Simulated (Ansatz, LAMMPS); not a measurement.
**Site preference of P in place of Si in glassy 81SiO2-7Na2O-7CaO-4ZnO (mol %) (78 atoms)**

Aim: make P in place of Si at several sites of glassy 81SiO2-7Na2O-7CaO-4ZnO (mol %) (78 atoms), relax each, and compare their energies.

Calculated with Ansatz 0.2.0; Kohn-Sham DFT, PBE, PAW (set soft_2), plane waves.

### 1. The structure

The cell holds 78 atoms: 22 Si, 4 Na, 2 Ca, 1 Zn and 49 O. Cell: a = 10.237 Å, b = 10.237 Å, c = 10.237 Å, α = 90.0°, β = 90.0°, γ = 90.0°. 78 atoms (22 Si, 4 Na, 2 Ca, 1 Zn, 49 O) placed at random at 2.4 g/cm³, melted at 4000 K for 10 ps at fixed volume with the Morse and Coulomb pair potential with partial charges (Pedone, Malavasi, Menziani, Cormack and Segre, J. Phys. Chem. B 110, 11780 (2006)). Quenched from 4000 K to 300 K at 30 K/ps and fixed volume, held 10 ps at zero pressure.

Limits known from the start: The quench rate of 30 K/ps is orders of magnitude faster than experiment, which tends to freeze in extra defects. The network of bonds at the start is that of the classical potential that made the cell, and needn't be the one that DFT or experiment would give. Sampling is at Γ alone, for a cell whose shortest periodic width is 10 Å.

### 2. Single point at the start

The forces at the start show how far the geometry lies from a minimum of this functional.

Input file input.yaml:

```yaml
crystal:
  lattice:
    - [10.23675, 0.0, 0.0]
    - [0.0, 10.23675, 0.0]
    - [0.0, 0.0, 10.23675]
  atoms:
    - { symbol: Si, position: [0.30842, 0.27401, 0.52235] }
    - { symbol: Si, position: [0.80648, 0.79271, 0.52706] }
    - { symbol: Si, position: [0.58029, 0.2102, 0.63355] }
    - { symbol: Si, position: [0.94079, 0.027, 0.91707] }
    - { symbol: Si, position: [0.34592, 0.55853, 0.55427] }
    - { symbol: Si, position: [0.45812, 0.56086, 0.28388] }
    - { symbol: Si, position: [0.89789, 0.55195, 0.35459] }
    - { symbol: Si, position: [0.00337, 0.80042, 0.73283] }
    - { symbol: Si, position: [0.70182, 0.40695, 0.17559] }
    - { symbol: Si, position: [0.09279, 0.57146, 0.92748] }
    - { symbol: Si, position: [0.23892, 0.06802, 0.00716] }
    - { symbol: Si, position: [0.38881, 0.57675, 0.84974] }
    - { symbol: Si, position: [0.62966, 0.38275, 0.88018] }
    - { symbol: Si, position: [0.45628, 0.85703, 0.92153] }
    - { symbol: Si, position: [0.58091, 0.83533, 0.19858] }
    - { symbol: Si, position: [0.86958, 0.91022, 0.17528] }
    - { symbol: Si, position: [0.89007, 0.19883, 0.25804] }
    - { symbol: Si, position: [0.87159, 0.30305, 0.53344] }
    - { symbol: Si, position: [0.538, 0.90325, 0.6295] }
    - { symbol: Si, position: [0.16958, 0.90092, 0.26095] }
    - { symbol: Si, position: [0.17386, 0.61094, 0.22294] }
    - { symbol: Si, position: [0.24484, 0.8271, 0.53672] }
    - { symbol: Na, position: [0.6839, 0.54359, 0.60328] }
    - { symbol: Na, position: [0.70144, 0.06722, 0.38782] }
    - { symbol: Na, position: [0.19722, 0.30051, 0.17983] }
    - { symbol: Na, position: [0.4176, 0.11817, 0.24689] }
    - { symbol: Ca, position: [0.16554, 0.30211, 0.79778] }
    - { symbol: Ca, position: [0.04928, 0.05053, 0.55687] }
    - { symbol: Zn, position: [0.87879, 0.32379, 0.83742] }
    - { symbol: O, position: [0.74812, 0.27132, 0.25082] }
    - { symbol: O, position: [0.87611, 0.9133, 0.48637] }
    - { symbol: O, position: [0.73584, 0.44759, 0.7921] }
    - { symbol: O, position: [0.64374, 0.81032, 0.55825] }
    - { symbol: O, position: [0.20069, 0.92153, 0.41447] }
    - { symbol: O, position: [0.88233, 0.73904, 0.65682] }
    - { symbol: O, position: [0.40968, 0.58604, 0.69552] }
    - { symbol: O, position: [0.92041, 0.20502, 0.42038] }
    - { symbol: O, position: [0.27014, 0.42383, 0.5614] }
    - { symbol: O, position: [0.71633, 0.2656, 0.57284] }
    - { symbol: O, position: [0.95835, 0.27517, 0.65225] }
    - { symbol: O, position: [0.23001, 0.01109, 0.16717] }
    - { symbol: O, position: [0.53988, 0.94901, 0.29631] }
    - { symbol: O, position: [0.82466, 0.67757, 0.4202] }
    - { symbol: O, position: [0.5135, 0.69675, 0.23396] }
    - { symbol: O, position: [0.57538, 0.25611, 0.79285] }
    - { symbol: O, position: [0.89147, 0.92052, 0.01964] }
    - { symbol: O, position: [0.29713, 0.20569, 0.98545] }
    - { symbol: O, position: [0.74642, 0.8203, 0.20746] }
    - { symbol: O, position: [0.4533, 0.55255, 0.4423] }
    - { symbol: O, position: [0.46473, 0.26153, 0.55807] }
    - { symbol: O, position: [0.22288, 0.76305, 0.23459] }
    - { symbol: O, position: [0.09219, 0.05861, 0.95193] }
    - { symbol: O, position: [0.56422, 0.45341, 0.23371] }
    - { symbol: O, position: [0.49296, 0.47151, 0.88954] }
    - { symbol: O, position: [0.12595, 0.84121, 0.64101] }
    - { symbol: O, position: [0.30632, 0.53304, 0.245] }
    - { symbol: O, position: [0.01637, 0.88098, 0.2316] }
    - { symbol: O, position: [0.01219, 0.43798, 0.90315] }
    - { symbol: O, position: [0.24171, 0.53039, 0.86739] }
    - { symbol: O, position: [0.58145, 0.05134, 0.61543] }
    - { symbol: O, position: [0.85109, 0.05746, 0.21986] }
    - { symbol: O, position: [0.23876, 0.18432, 0.62287] }
    - { symbol: O, position: [0.33884, 0.96883, 0.9346] }
    - { symbol: O, position: [0.04991, 0.69303, 0.84228] }
    - { symbol: O, position: [0.28642, 0.24966, 0.37116] }
    - { symbol: O, position: [0.99089, 0.27138, 0.17944] }
    - { symbol: O, position: [0.53898, 0.87275, 0.05248] }
    - { symbol: O, position: [0.26253, 0.68035, 0.50926] }
    - { symbol: O, position: [0.39564, 0.71227, 0.92899] }
    - { symbol: O, position: [0.11575, 0.59753, 0.08022] }
    - { symbol: O, position: [0.86595, 0.14427, 0.89441] }
    - { symbol: O, position: [0.68884, 0.3821, 0.02424] }
    - { symbol: O, position: [0.88757, 0.44536, 0.46514] }
    - { symbol: O, position: [0.96429, 0.93959, 0.78242] }
    - { symbol: O, position: [0.53783, 0.85791, 0.78463] }
    - { symbol: O, position: [0.05168, 0.57963, 0.31983] }
    - { symbol: O, position: [0.80531, 0.50814, 0.23631] }
    - { symbol: O, position: [0.38112, 0.87599, 0.58937] }
kpoints:
  mp_grid: { grid: [1, 1, 1] }
hamiltonian:
  xc: pbe
scf:
  occupations: { method: gaussian, width: 0.05 }
output:
  forces: true
```

The run is started by

```sh
$ ansatz run input.yaml --threads 4 --pin off --max-ram 8192MiB --backend cpu --events-out ev --progress --plain --runs-dir out
```

The log of the run:

```text
Engine: ansatz 0.2.0, aarch64-unknown-linux-gnu
Pseudopotentials: kind: paw
Pseudopotential: Si, paw, valence charge 4, recommended cutoff 420 eV (normal), Si.paw.azcp
Pseudopotential: Na, paw, valence charge 9, recommended cutoff 420 eV (normal), Na.paw.azcp
Pseudopotential: Ca, paw, valence charge 10, recommended cutoff 420 eV (normal), Ca.paw.azcp
Pseudopotential: Zn, paw, valence charge 12, recommended cutoff 420 eV (normal), Zn.paw.azcp
Pseudopotential: O, paw, valence charge 6, recommended cutoff 420 eV (normal), O.paw.azcp
[... 5 lines on functional and potentials left out ...]
Crystal: 78 atoms, lattice volume = 1072.720 Å³
Basis set: ecut = 420 eV, 20863 PW (Γ), exchange–correlation on 144×144×144 points (8 copies of the dense FFT grid, shifted against one another)
Bands: 303, of which v1, the nominal top of the filled ones, is band 225 counted from 1 (224 counted from 0)
Symmetry: 1 space group operations
Space group: P1 (ITA 1), of the structure as read, at distance tolerance 1.0e-4 Å
k-points: 1
[... 11 lines on functional and potentials left out ...]
Initial density: superposition of atomic densities (neutral atoms: chi_scale 0, normalization atom), corrected by the library's trained network
Initial wavefunctions: pseudopotential atomic-orbital guess
Functional: x = pbe(κ = 0.804, μ = 0.219515), c = pbe(β = 0.066725)
SCF iter   1: F=—  HF=-54768.869266 eV  |F-HF|=—  |Δ(HF+E_count)|=         —  Δρ=1.94e-3  dr2=4.70e-2  ethr=1.77e-3  ⟨swp⟩=7.0  Hψ=1469  notcnv=0  defer=53
preconditioner: auto → Resta (q_TF=auto, 2.361 Å⁻¹)  ε∞=3.0  [insulator: Δε(μ)=3.751 eV  Ē_g=16.826 eV  σ=0.050 eV  W_gap=1.00  n_scr=250 (ndim 8)  ℏωp=23.7 eV  f_vac=0.179  D(μ)=0.00/eV (n_scr^D=0)  ε∞_Penn≈3.0]
SCF iter   2: F=—  HF=-54768.882889 eV  |F-HF|=—  |Δ(HF+E_count)|=   1.36e-2  Δρ=1.02e-3  dr2=1.14e-2  ethr=1.04e-5  ⟨swp⟩=2.0  Hψ=508  notcnv=0  defer=68
SCF iter   3: F=—  HF=-54768.885617 eV  |F-HF|=—  |Δ(HF+E_count)|=   2.73e-3  Δρ=4.41e-4  dr2=2.79e-3  ethr=2.53e-6  ⟨swp⟩=2.0  Hψ=393  notcnv=0  defer=25
automatic band count: iteration 3 solves 260 bands in place of 303: the levels show a gap, and the empty bands left out lie too high to hold charge; the band table lists the bands solved (type scf.n_extra_bands for more)
SCF iter   4: F=—  HF=-54768.885694 eV  |F-HF|=—  |Δ(HF+E_count)|=   7.68e-5  Δρ=1.36e-4  dr2=2.42e-4  ethr=6.19e-7  ⟨swp⟩=2.0  Hψ=393  notcnv=0  defer=25
SCF iter   5: F=—  HF=-54768.885711 eV  |F-HF|=—  |Δ(HF+E_count)|=   1.67e-5  Δρ=7.49e-5  dr2=5.58e-5  ethr=5.39e-8  ⟨swp⟩=2.0  Hψ=389  notcnv=0  defer=25
SCF iter   6: F=—  HF=-54768.887621 eV  |F-HF|=—  |Δ(HF+E_count)|=   1.91e-3  Δρ=3.64e-5  dr2=1.06e-5  ethr=1.24e-8  ⟨swp⟩=2.0  Hψ=482  notcnv=0  defer=31
SCF iter   7: F=—  HF=-54768.887620 eV  |F-HF|=—  |Δ(HF+E_count)|=   8.06e-7  Δρ=1.21e-5  dr2=1.42e-6  ethr=2.37e-9  ⟨swp⟩=2.0  Hψ=383  notcnv=0  defer=31
SCF iter   8: F=—  HF=-54768.887621 eV  |F-HF|=—  |Δ(HF+E_count)|=   6.42e-7  Δρ=6.26e-6  dr2=4.00e-7  ethr=3.17e-10  ⟨swp⟩=2.0  Hψ=390  notcnv=0  defer=31
SCF iter   9: F=-54768.887621 eV  HF=-54768.887621 eV  |F-HF|=1.22e-8  |Δ(HF+E_count)|=   1.43e-7  Δρ=1.71e-6  dr2=3.03e-8  ethr=2.22e-11  ⟨swp⟩=3.0  Hψ=984  notcnv=0
SCF 1 converged in 9 iterations: F = -54768.887621 eV  dr2 = 3.03e-8
  greatest PAW one-centre occupation: 0.999 electrons in one spin orbital (limit 2), on the Na atom at site 24 (counted from 0), in its partial waves of l = 0
SCF converged after 9 iterations
Free energy (F): -54768.887621 eV
Harris-Foulkes:  -54768.887621 eV  (|F-HF|=1.22e-8)
Internal energy: -54768.887621 eV  (E = F + TS)
E sigma→0 (E₀):  -54768.887621 eV
Fermi energy:    5.477542 eV
--- Per-component energies (eV) ---
  E_band       = -2855.903642
  E_kinetic    = 10947.720993
  E_local      = -35882.111338  (includes V_loc(G=0)·N_el)
  E_nonlocal   = 4105.722461
  E_hartree    = 13419.465773
  E_xc         = -5447.699117
  E_vxc        = -6303.851514  (∫ρ·V_xc dr)
  E_paw        = -23685.478871  (= ΣΔE_a)
  E_vpaw       = -2562.442710  (= ΣTr[D̂ρ^β])
  E_aug_tail   = 0.125461  (compensation charges beyond the density's cutoff)
  E_ewald      = -18226.632984
  E_smearing   = -0.000000  (= −TS)
  E_closure    = -0.000000  (closes the sum)
  Σ components = -54768.887621   (vs F -54768.887621, Δ=0.00e0)
--- Forces (eV/Å), atoms counted from 1 ---
  atom   1  Si     0.44505210    -0.60581118    -2.76938916
  atom   2  Si    -1.98619983    -2.12974911     0.59887829
  atom   3  Si     2.86594921    -0.59492802     4.12324841
  atom   4  Si     4.11519395    -5.63784228     0.82556942
  atom   5  Si     0.49196766    -0.48746324     0.61677387
  atom   6  Si     1.04195108    -0.38281836     0.10783217
  atom   7  Si     0.03608592     1.37568411    -0.75733079
  atom   8  Si     0.25070777    -1.95808517     1.09850362
  atom   9  Si     0.87927577    -1.27665432     2.50186811
  atom  10  Si     0.64617544    -2.25969228    -0.42285493
  atom  11  Si    -0.08785866    -1.93157821     0.67838028
  atom  12  Si     0.25588245     0.61966091     0.51867294
  atom  13  Si    -3.24153172     0.34596934    -1.77889536
  atom  14  Si    -1.16700765     1.33230892     0.03648067
[...]
atom  77  O      0.72669327     1.14044972    -1.34098478
  atom  78  O      2.31204350     1.17750482     0.46243602
  max |Σ_I F_I| component: 1.37e-4 eV/Å
```

It took 8.7 s on 4 threads of Arm Neoverse V1, shared host; peak memory 1.3 GiB; 33 s of CPU time.

Reading the cycles: dr2 is the Hartree energy of the density residual (eV), the measure of convergence; HF is the Harris–Foulkes estimate of the energy, which meets the free energy F at convergence.

The r.m.s. force at the start is 1.4 eV/Å.

### 3. Relaxation

The atoms are relaxed in the fixed cell, aiming at the force tolerance of the input.

Input file input.yaml:

```yaml
crystal:
  lattice:
    - [10.23675, 0.0, 0.0]
    - [0.0, 10.23675, 0.0]
    - [0.0, 0.0, 10.23675]
  atoms:
    [... the 78 atom lines of step 2 ...]
kpoints:
  mp_grid: { grid: [1, 1, 1] }
hamiltonian:
  xc: pbe
scf:
  occupations: { method: gaussian, width: 0.05 }
output:
  forces: true
relax:
  f_tol: 0.05
  max_steps: 120
```

The log of the run:

```text
[...]
Crystal: 78 atoms, lattice volume = 1072.720 Å³
Basis set: ecut = 420 eV, 20863 PW (Γ), exchange–correlation on 144×144×144 points (8 copies of the dense FFT grid, shifted against one another)
Bands: 303, of which v1, the nominal top of the filled ones, is band 225 counted from 1 (224 counted from 0)
Symmetry: 1 space group operations
[...]
k-points: 1
[...]
SCF iter   1: F=—  HF=-54768.869266 eV  |F-HF|=—  |Δ(HF+E_count)|=         —  Δρ=1.94e-3  dr2=4.70e-2  ethr=1.77e-3  ⟨swp⟩=7.0  Hψ=1469  notcnv=0  defer=53
[...]
SCF iter   5: F=-54768.887593 eV  HF=-54768.887616 eV  |F-HF|=2.35e-5  |Δ(HF+E_count)|=   3.34e-5  Δρ=7.51e-5  dr2=5.62e-5  ethr=5.39e-8  ⟨swp⟩=2.0  Hψ=463  notcnv=0  defer=74
SCF iter   6: F=-54768.887613 eV  HF=-54768.887621 eV  |F-HF|=8.58e-6  |Δ(HF+E_count)|=   4.78e-6  Δρ=3.61e-5  dr2=1.06e-5  ethr=1.25e-8  ⟨swp⟩=2.0  Hψ=919  notcnv=0
SCF 1 converged in 6 iterations: F = -54768.887613 eV  dr2 = 1.06e-5
[...]
relax step   1: F+E_penalty+E_count = -54768.88761251 eV  Δ(F+E_penalty+E_count) = +0.000e0 eV  max|allowed force component| = 7.040e0 eV/Å  Δτ_max = 0.0000 Å  (6 SCF iters, dr2 threshold 6.25e-5 eV, accepted)
[...]
relax step   2: F+E_penalty+E_count = -54772.13827104 eV  Δ(F+E_penalty+E_count) = -3.251e0 eV  max|allowed force component| = 3.199e0 eV/Å  Δτ_max = 0.1969 Å  (6 SCF iters, dr2 threshold 1.00e-4 eV, accepted)
[...]
relax step   3: F+E_penalty+E_count = -54774.15472723 eV  Δ(F+E_penalty+E_count) = -2.016e0 eV  max|allowed force component| = 9.098e-1 eV/Å  Δτ_max = 0.1771 Å  (7 SCF iters, dr2 threshold 1.00e-4 eV, accepted)
relax step   4: F+E_penalty+E_count = -54774.55819780 eV  Δ(F+E_penalty+E_count) = -4.035e-1 eV  max|allowed force component| = 6.553e-1 eV/Å  Δτ_max = 0.2000 Å  (7 SCF iters, dr2 threshold 6.70e-5 eV, accepted)
relax step   5: F+E_penalty+E_count = -54774.73118032 eV  Δ(F+E_penalty+E_count) = -1.730e-1 eV  max|allowed force component| = 2.671e-1 eV/Å  Δτ_max = 0.1053 Å  (6 SCF iters, dr2 threshold 3.47e-5 eV, accepted)
relax step   6: F+E_penalty+E_count = -54774.79934223 eV  Δ(F+E_penalty+E_count) = -6.816e-2 eV  max|allowed force component| = 2.101e-1 eV/Å  Δτ_max = 0.0535 Å  (6 SCF iters, dr2 threshold 1.18e-5 eV, accepted)
relax step   7: F+E_penalty+E_count = -54774.88836222 eV  Δ(F+E_penalty+E_count) = -8.902e-2 eV  max|allowed force component| = 2.301e-1 eV/Å  Δτ_max = 0.1375 Å  (7 SCF iters, dr2 threshold 7.33e-6 eV, accepted)
relax step   8: F+E_penalty+E_count = -54774.91034078 eV  Δ(F+E_penalty+E_count) = -2.198e-2 eV  max|allowed force component| = 1.498e-1 eV/Å  Δτ_max = 0.0360 Å  (5 SCF iters, dr2 threshold 3.27e-5 eV, accepted)
relax step   9: F+E_penalty+E_count = -54774.93214324 eV  Δ(F+E_penalty+E_count) = -2.180e-2 eV  max|allowed force component| = 1.560e-1 eV/Å  Δτ_max = 0.0720 Å  (7 SCF iters, dr2 threshold 9.52e-6 eV, accepted)
relax step  10: F+E_penalty+E_count = -54774.94439329 eV  Δ(F+E_penalty+E_count) = -1.225e-2 eV  max|allowed force component| = 1.331e-1 eV/Å  Δτ_max = 0.0398 Å  (6 SCF iters, dr2 threshold 1.03e-5 eV, accepted)
relax step  11: F+E_penalty+E_count = -54774.95033915 eV  Δ(F+E_penalty+E_count) = -5.946e-3 eV  max|allowed force component| = 5.227e-2 eV/Å  Δτ_max = 0.0223 Å  (5 SCF iters, dr2 threshold 1.29e-5 eV, accepted)
relax step  12: F+E_penalty+E_count = -54774.95169085 eV  Δ(F+E_penalty+E_count) = -1.352e-3 eV  max|allowed force component| = 1.129e-1 eV/Å  Δτ_max = 0.0475 Å  (9 SCF iters, accepted)
[...]
relax step  13: F+E_penalty+E_count = -54774.95727550 eV  Δ(F+E_penalty+E_count) = -5.585e-3 eV  max|allowed force component| = 4.446e-2 eV/Å  Δτ_max = 0.0373 Å  (8 SCF iters, accepted)
SCF converged after 8 iterations
Free energy (F): -54774.957276 eV
[...]
Internal energy: -54774.957276 eV  (E = F + TS)
E sigma→0 (E₀):  -54774.957276 eV
Fermi energy:    5.364091 eV
[...]
Σ components = -54774.957276   (vs F -54774.957276, Δ=0.00e0)
--- Forces (eV/Å), atoms counted from 1 ---
  atom   1  Si     0.01096442     0.00253641     0.02158616
  atom   2  Si    -0.01566366    -0.04445653     0.01221474
  atom   3  Si     0.00480261     0.01227076    -0.01436560
  atom   4  Si    -0.00137432    -0.00498977     0.00002597
[...]
atom  78  O      0.00118011    -0.00380353    -0.00353474
  max |Σ_I F_I| component: 3.90e-5 eV/Å
--- Relaxed structure (13 steps of the walk, 13 accepted, 0 SCFs on fresh bases) ---
  F+E_penalty+E_count = -54774.95727550 eV   max|allowed force component| = 4.446e-2 eV/Å
  atoms:
    - { symbol: Si, position: [0.300683, 0.262722, 0.544401] }
    - { symbol: Si, position: [0.822217, 0.803199, 0.534758] }
    - { symbol: Si, position: [0.588401, 0.209052, 0.643529] }
    - { symbol: Si, position: [0.949389, 0.035525, 0.907238] }
[...]
- { symbol: O, position: [0.406714, 0.876216, 0.572875] }
```

Wall time 90 s (4 threads); peak memory 1.3 GiB.

The relaxation converged after 13 steps, 6.07 eV below its start, with a largest force component of 0.044 eV/Å.

[end of part 1 of 3]

[Long decimals in the printed logs are rounded to 6 places.]

[Logs are printed without paths, hosts, clocks, repeated set-up lines and the standing remarks that a program may print on its own settings, such as how far it seeks lower states.]

[Hosts, paths, dates, database ids (printed as entryN), source tags and the programs' standing remarks are cut or masked in the printed files.]
